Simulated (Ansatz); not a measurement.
## Lattice dynamics of Al (Fm-3m, 1 atom in the cell)

How does Al (Fm-3m, 1 atom in the cell) vibrate, and is this structure a minimum?

Program: Ansatz 0.2.0. Level of theory: DFT PBEsol, scalar-relativistic, plane waves, PAW. Results are calculated unless marked as measured.

Most raw output is cut from this account.

## 1. Set-up

The structure is cubic, space group Fm-3m (No. 225). The conventional cell has a = 4.050 Å, b = 4.050 Å, c = 4.050 Å, α = 90.00°, β = 90.00°, γ = 90.00°. Nearest to Al lie 12 Al at 2.86 Å.

## 2. Relaxation

The cell and atoms are relaxed, since residual forces and stress would shift the frequencies.

input.yaml

```yaml
crystal:
  lattice:
    - [0.0, 2.024805, 2.024805]
    - [2.024805, 0.0, 2.024805]
    - [2.024805, 2.024805, 0.0]
  atoms:
    - { symbol: Al, position: [0.0, 0.0, 0.0] }
kpoints:
  mp_grid: { grid: [18, 18, 18] }
hamiltonian:
  xc: pbesol
scf:
  occupations: { method: gaussian, width: 0.1 }
output:
  forces: true
  stress: true
  eigenvalues: true
  write_density: true
  write_potential: true
  elf: true
  volumetric_format: npy
relax:
  adjacent_minimum: "off"
  f_tol: 0.005
  max_steps: 80
  cell: { stress_tol: 0.05 }
```

Launch:

```bash
> ansatz run input.yaml --threads 4 --pin off --max-ram 7168MiB --backend cpu --events-out ev --progress --plain --runs-dir out
```

The job ended after 1.5 s (4 threads of Arm Neoverse V2, shared host; peak memory 0.28 GiB).

The steps of the relaxation:

```
step  energy less that of the first step (eV)  largest force component (eV/Å)  pressure (GPa)  volume (Å³)
   1                                   0.0000                          0.0000           -1.96        16.60
   2                                  -0.0027                          0.0000            0.30        16.13
   3                                  -0.0028                          0.0000           -0.01        16.19
  4*                                  -0.0026                          0.0000           -0.03        16.19
```

Relaxation steps marked * repeat the geometry before them on a plane-wave basis chosen anew for their cell, so energy and pressure can jump there.

| conventional cell, symmetrised | before | after | change |
| --- | --- | --- | --- |
| a (Å) | 4.050 | 4.016 | -0.8 % |
| b (Å) | 4.050 | 4.016 | -0.8 % |
| c (Å) | 4.050 | 4.016 | -0.8 % |
| volume (Å³/atom) | 16.60 | 16.19 | -2.5 % |

Final coordinates:

```
Al
1.0
     0.00000    2.00779    2.00779
     2.00779    0.00000    2.00779
     2.00779    2.00779    0.00000
Al
1
Direct
  0.00000 0.00000 0.00000
```

Numbers from this step:

* pressure: -0.02859 GPa
* volume per atom: 16.19 Å³
* gap on the k-mesh: 0 eV

Electrostatic potential energy in the ac plane of the conventional cell at fractional y = 0.000, with atoms of Al within 0.2 Å of it. With pseudopotentials it is smooth inside the atoms' cores, unlike the true potential.

Values in eV, 14 rows by 14 columns, each cell a mean:
```
  1  -4 -10  -2   6   9  10  10  10   8   4  -7  -9  -1
 -7  -9  -7   2   7   9   9   9   9   8   5  -2  -9  -9
 -8  -5   0   5   7   7   6   6   6   7   7   3  -2  -7
  3   4   6   7   5   2  -2  -3  -1   3   6   7   5   4
  8   8   8   6   0  -7 -10 -10  -9  -5   3   7   8   8
 10  10   8   4  -5  -9  -4  -2  -7  -9  -1   6   9  10
 10  10   8   3  -8  -7   1   4  -2 -10  -3   6   9  10
 10  10   8   4  -7  -9  -1   1  -4 -10  -2   6   9  10
  9   9   8   5  -2  -9  -9  -7  -9  -7   2   7   9   9
  6   6   7   7   3  -2  -7  -8  -5   0   5   7   7   6
 -3  -1   3   6   7   5   4   3   4   6   7   5   2  -2
-10  -9  -5   3   7   8   8   8   8   8   6   0  -7 -10
 -2  -7  -9  -1   6   9  10  10  10   8   4  -5  -9  -4
  4  -2 -10  -3   6   9  10  10  10   8   3  -8  -7   1
```
Columns run along a (4.0 Å; values clipped at the 3rd and 97th percentile), rows up along c (4.0 Å), edges of the conventional cell, whose origin can differ from the input's. Atoms in or near the plane, at fractional coordinates: Al at (0.00, 0.00), Al at (0.50, 0.50).

Valence density in the ac plane of the conventional cell at fractional y = 0.000, with atoms of Al within 0.2 Å of it. It is the smooth field of the valence electrons, not physical close to the nuclei.

Ten even steps from '_' (0.07 e/Å³) to '@' (0.21 e/Å³), each cell a mean:
```
__..++@@##++==--==**%%%%==__
--++%%@@%%**++++++##%%@@##==
##%%@@@@%%%%######%%@@@@@@%%
%%%%%%@@@@@@@@%%@@@@@@@@%%%%
****##%%@@%%++++**@@@@%%##**
==++**%%%%++....::**@@##++==
--==**%%##--____..++%%##++--
--==**%%%%==____..++@@##++==
++++##%%@@##==--++%%@@%%**++
####%%@@@@@@%%##%%@@@@%%%%##
%%@@@@@@@@%%%%%%%%%%@@@@@@@@
++**@@@@%%##******##%%@@%%++
..::**@@##++====++**%%%%++..
__..++%%##++----==**%%##--__
```
Columns run along a (4.0 Å), rows up along c (4.0 Å), edges of the conventional cell, whose origin can differ from the input's. Atoms in or near the plane, at fractional coordinates: Al at (0.00, 0.00), Al at (0.50, 0.50).

ELF in the ac plane of the conventional cell at fractional y = 0.000, with atoms of Al within 0.2 Å of it. It is the smooth field of the valence electrons, not physical close to the nuclei.

Ten even steps from '_' (0.07) to '@' (0.62), each cell a mean:
```
____--####++----==**##**..__
__::**@@%%**++==++##%%%%==..
++##@@@@@@%%######%%@@@@%%**
##%%@@@@@@@@####%%@@@@@@%%##
++**##@@@@**--::==%%@@%%##**
--==**%%##::______==%%##++==
----++##++____::__::####==--
--==**##**..______--####++--
==++##%%%%==..__::**@@%%**++
####%%@@@@%%**++##@@@@@@%%##
##%%@@@@@@%%####%%@@@@@@@@##
::==%%@@%%##**++**##@@@@**--
____==%%##++==--==**%%##::__
::__::####==------++##++____
```
Columns run along a (4.0 Å), rows up along c (4.0 Å), edges of the conventional cell, whose origin can differ from the input's. Atoms in or near the plane, at fractional coordinates: Al at (0.00, 0.00), Al at (0.50, 0.50).

In this step the volume went from 16.60 to 16.19 Å³/atom.

## 3. Tight relaxation

Phonons need a cell at rest on their own settings, so the relaxation is repeated with tight tolerances on forces and stress on the k mesh and occupations of the first response run.

input.yaml

```yaml
crystal:
  lattice:
    - [0.0, 2.0077938082, 2.0077938082]
    - [2.0077938082, 0.0, 2.0077938082]
    - [2.0077938082, 2.0077938082, 0.0]
  atoms:
    - { symbol: Al, position: [0.0, 0.0, 0.0] }
kpoints:
  mp_grid: { grid: [20, 20, 20] }
hamiltonian:
  xc: pbesol
scf:
  occupations: { method: methfessel_paxton, width: 0.15 }
output:
  forces: true
  stress: true
  eigenvalues: true
relax:
  adjacent_minimum: "off"
  f_tol: 0.001
  max_steps: 60
  cell: { stress_tol: 0.01 }
```

Wall time 1.4 s (4 threads); peak memory 0.29 GiB; 4.5 s of CPU time.

Little changed from the start: no atom moved by 0.005 Å and no cell edge by 0.1 %.

Numbers from this step:

```yaml
pressure: 0.007663 GPa
volume_per_atom: 16.17 Å³
```

The forces vanish by symmetry and the pressure is 0.008 GPa, within the tolerances set. The cell now holds 16.17 Å³/atom.

## 4. Response at finite wavevector

Stability and thermal properties need the whole zone. Linear response on a 4×4×4 q mesh gives force constants as far as a supercell of that size would.

input.yaml, the sections that differ from step 3:

```yaml
crystal:
  lattice:
    - [0.0, 2.0068801597, 2.0068801597]
    - [2.0068801597, 0.0, 2.0068801597]
    - [2.0068801597, 2.0068801597, 0.0]
  atoms:
    - { symbol: Al, position: [0.0, 0.0, 0.0] }
output:
  eigenvalues: true
phonons:
  method: dfpt
  qmesh: [4, 4, 4]
  temperatures: { t_max: 1000, t_step: 50 }
  qpath:
    path:
      - [[0.0, 0.0, 0.0], [0.5, 0.0, 0.5], [0.625, 0.25, 0.625]]
      - [[0.375, 0.375, 0.75], [0.0, 0.0, 0.0], [0.5, 0.5, 0.5], [0.5, 0.25, 0.75], [0.5, 0.0, 0.5]]
    npoints: 10
# kpoints, hamiltonian, scf: as in step 3
# relax: removed
```

Wall time 37 s (4 threads); peak memory 1.8 GiB; 2.2 min of CPU time.

This step gave:

| Item | Value |
| --- | --- |
| sum-rule residual before enforcement | 1.86e-6 eV/Å² |
| lowest frequency on the path | 0 cm⁻¹ |
| highest frequency on the path or at a solved wavevector | 330.8 cm⁻¹ |
| mean frequency | 213.6 cm⁻¹ |
| Debye temperature (second moment) | 414 K |
| logarithmic mean frequency | 203.2 cm⁻¹ |
| lowest mode on the q mesh (acoustic modes at Γ apart) | 113.4 cm⁻¹ |
| zero-point energy per atom | 39.71 meV |
| heat capacity at 300 K | 22.74 J/(mol atoms K) |
| vibrational entropy at 300 K | 26.73 J/(mol atoms K) |

Frequencies (cm⁻¹) solved at each irreducible wavevector; negative means imaginary. Frequencies by wavevector, by row:

| q in reciprocal lattice units | star | mode 1 | mode 2 | mode 3 |
| --- | --- | --- | --- | --- |
| 0 0 0 | 1 | 0 | 0 | 0 |
| 0 0 0.25 | 8 | 113.4 | 113.4 | 236.1 |
| 0 0 -0.5 | 4 | 142.4 | 142.4 | 330.5 |
| 0 0.25 0.25 | 6 | 142.1 | 142.1 | 240.1 |
| 0 0.25 -0.5 | 24 | 177.5 | 223.6 | 297.4 |
| 0 0.25 -0.25 | 12 | 158.5 | 221.1 | 281 |
| 0 -0.5 -0.5 | 3 | 200.1 | 200.1 | 330.8 |
| 0.25 -0.5 -0.25 | 6 | 222.4 | 273.5 | 273.5 |

Interpolated from a 4×4×4 q mesh. Phonon branches along the path, in cm⁻¹:

```csv
point,branch 1,branch 2,branch 3
Γ,0,0,0
halfway,142,142,240
X,200,200,331
halfway,199,222,320
U,192,261,294
jump to K,192,261,294
halfway,132,174,250
Γ,0,0,0
halfway,113,113,236
L,142,142,330
halfway,177,218,307
W,222,274,274
halfway,211,228,312
X,200,200,331
```

Tetrahedra on a 28×28×28 mesh, mean over bins of 5 cm-1. Interpolated from a 4×4×4 q mesh. Phonon density of states against wavenumber; read off at these points:

wavenumber (cm⁻¹), phonon density of states (1/cm⁻¹/cell) and a bar:
```
        2     0.0000 
       12     0.0000 
       22     0.0001 
       28     0.0001 
       38     0.0003 
       48     0.0005 #
       58     0.0007 #
       62     0.0009 #
       72     0.0013 ##
       82     0.0017 ##
       92     0.0024 ###
      102     0.0032 ####
      108     0.0037 ####
      118     0.0050 ######
      128     0.0069 ########
      138     0.0103 ############
      148     0.0164 ####################
      152     0.0169 #####################
      162     0.0178 ######################
      172     0.0187 #######################
      182     0.0197 ########################
      188     0.0202 #########################
      198     0.0220 ###########################
      208     0.0156 ###################
      218     0.0122 ###############
      228     0.0100 ############
      232     0.0100 ############
      242     0.0100 ############
      252     0.0097 ############
      262     0.0091 ###########
      272     0.0061 #######
      278     0.0082 ##########
      288     0.0235 ############################
      292     0.0247 ##############################
      298     0.0238 #############################
      308     0.0128 ###############
      312     0.0101 ############
      322     0.0057 #######
      332     0.0000
```

Second derivatives of the energy by pair, one row for each kind of neighbour of each atom listed. Each entry sums the pair over the periodic images of the supercell that the q mesh stands for, and in a polar crystal it holds the long-range dipole part too. Force constants by pair, by row:

```csv
atom,neighbour,distance (Å),third of the trace (eV/Å²),along the pair's line (eV/Å²)
Al1,itself,0,4.918,–
Al1,Al,2.838,-0.3854,-1.335
Al1,Al,4.014,-0.0251,-0.1014
Al1,Al,4.916,0.0066,0.032
Al1,Al,5.676,-0.02,-0.0856
Al1,Al,6.346,-0.0194,-0.0383
Al1,Al,6.952,0.0116,0.0116
```

Harmonic thermodynamic functions per atom, from the density of states. Interpolated from a 4×4×4 q mesh. Thermodynamic functions, by row:

| T (K) | F_vib (meV/atom) | S (J/mol-atom/K) | C_V (J/mol-atom/K) |
| --- | --- | --- | --- |
| 0 | 39.71 | 0 | 0 |
| 50 | 39.59 | 1.083 | 3.412 |
| 100 | 37.79 | 6.311 | 12.35 |
| 200 | 25.01 | 17.94 | 20.38 |
| 300 | 1.63 | 26.73 | 22.74 |
| 400 | -29.68 | 33.42 | 23.66 |
| 500 | -67.17 | 38.75 | 24.11 |
| 600 | -109.7 | 43.17 | 24.36 |
| 700 | -156.4 | 46.94 | 24.51 |
| 800 | -206.8 | 50.22 | 24.61 |
| 900 | -260.4 | 53.12 | 24.68 |
| 1000 | -316.8 | 55.72 | 24.73 |

Harmonic mean-square displacement, third of the trace. Interpolated from a 4×4×4 q mesh. Mean square displacements, by row:

```csv
T (K),Al1 U_eq (Å²)
0,0.00327
100,0.00413
300,0.00898
600,0.01723
```

Symmetry leaves 8 wavevectors to solve. The lowest mode among them, the acoustic zeros apart, lies at q = (0, 0, 0.25) and is real, 113 cm⁻¹.

## 5. Finite displacements in a supercell

Finite displacements in a 2×2×2 supercell give force constants from forces alone. They are exact at the wavevectors that the supercell holds, where they check the linear-response result.

Changes to input.yaml since step 4:

```diff
@@ -16,4 +16,4 @@
 phonons:
-  method: dfpt
-  qmesh: [4, 4, 4]
+  method: fd
+  supercell: [2, 2, 2]
   temperatures: { t_max: 1000, t_step: 50 }
```

It took 5.6 s on 4 threads; peak memory 0.59 GiB.

This step gave:

- atoms in the supercell: 8
- sum-rule residual before enforcement: 1.65e-4 eV/Å²

Interpolated from a 2×2×2 supercell, rough between the solved points. The phonon branches at the labelled points (cm⁻¹):

```
    point  branch 1  branch 2  branch 3
        Γ         0         0         0
  halfway       144       144       236
        X       200       200       331
  halfway       196       217       323
        U       184       252       301
jump to K       184       252       301
  halfway       109       170       250
        Γ         0         0         0
  halfway       101       101       234
        L       142       142       330
  halfway       167       219       309
        W       202       275       275
  halfway       201       225       316
        X       200       200       331
```

Tetrahedra on a 26×26×26 mesh, mean over bins of 5 cm-1. Interpolated from a 2×2×2 supercell, rough between the solved points. The phonon density of states by wavenumber; read off at these points:

wavenumber (cm⁻¹), phonon density of states (1/cm⁻¹/cell) and a bar:
```
        2     0.0000 
       12     0.0000 
       22     0.0001 
       28     0.0002 
       38     0.0004 #
       48     0.0008 #
       58     0.0011 #
       62     0.0014 ##
       72     0.0019 ##
       82     0.0026 ###
       92     0.0034 ####
      102     0.0044 ######
      108     0.0050 ######
      118     0.0066 ########
      128     0.0086 ###########
      138     0.0122 ###############
      148     0.0173 ######################
      152     0.0177 ######################
      162     0.0184 #######################
      172     0.0191 ########################
      182     0.0197 #########################
      188     0.0200 #########################
      198     0.0206 ##########################
      208     0.0099 #############
      218     0.0099 ############
      228     0.0099 ############
      232     0.0098 ############
      242     0.0095 ############
      252     0.0089 ###########
      262     0.0080 ##########
      272     0.0051 ######
      278     0.0064 ########
      288     0.0171 ######################
      298     0.0216 ###########################
      302     0.0238 ##############################
      308     0.0182 #######################
      312     0.0132 #################
      322     0.0072 #########
      332     0.0001
```

On this path the spectrum ends at 331 cm⁻¹ (at X). No branch goes imaginary on this path.

## 6. Outcome

| Quantity | Value |
| --- | --- |
| space group after relaxation (within 0.01 Å) | Fm-3m |
| volume per atom | 16.2 Å³ |
| electronic character | no gap on this mesh |
| lowest mode on the q mesh (acoustic modes at Γ apart) | 113 cm⁻¹ |
| highest frequency on the path or at a solved wavevector | 331 cm⁻¹ |
| zero-point energy per atom | 39.7 meV |
| heat capacity at 300 K | 22.7 J/(mol atoms K) |
| vibrational entropy at 300 K | 26.7 J/(mol atoms K) |
| Debye temperature (second moment) | 414 K |
| imaginary modes on the 4×4×4 q mesh | none |

What this shows: The structure is a minimum as far as tested: no mode is imaginary at the 8 irreducible wavevectors of the 4×4×4 mesh, and the softest away from the acoustic zeros lies at 113 cm⁻¹. With no gap, or one that is small against the smearing, the frequencies hang on the k mesh and the smearing, most of all near Kohn anomalies. A phonon run warned that its eigensolver left some bands unconverged in a pass. These are harmonic frequencies at zero temperature: anharmonic shifts, linewidths and thermal expansion are left out.

[Logs are printed without paths, hosts, clocks, repeated set-up lines and the standing remarks that a program may print on its own settings, such as how far it seeks lower states.]

[Hosts, paths, dates, database ids (printed as entryN), source tags and the programs' standing remarks are cut or masked in the printed files.]
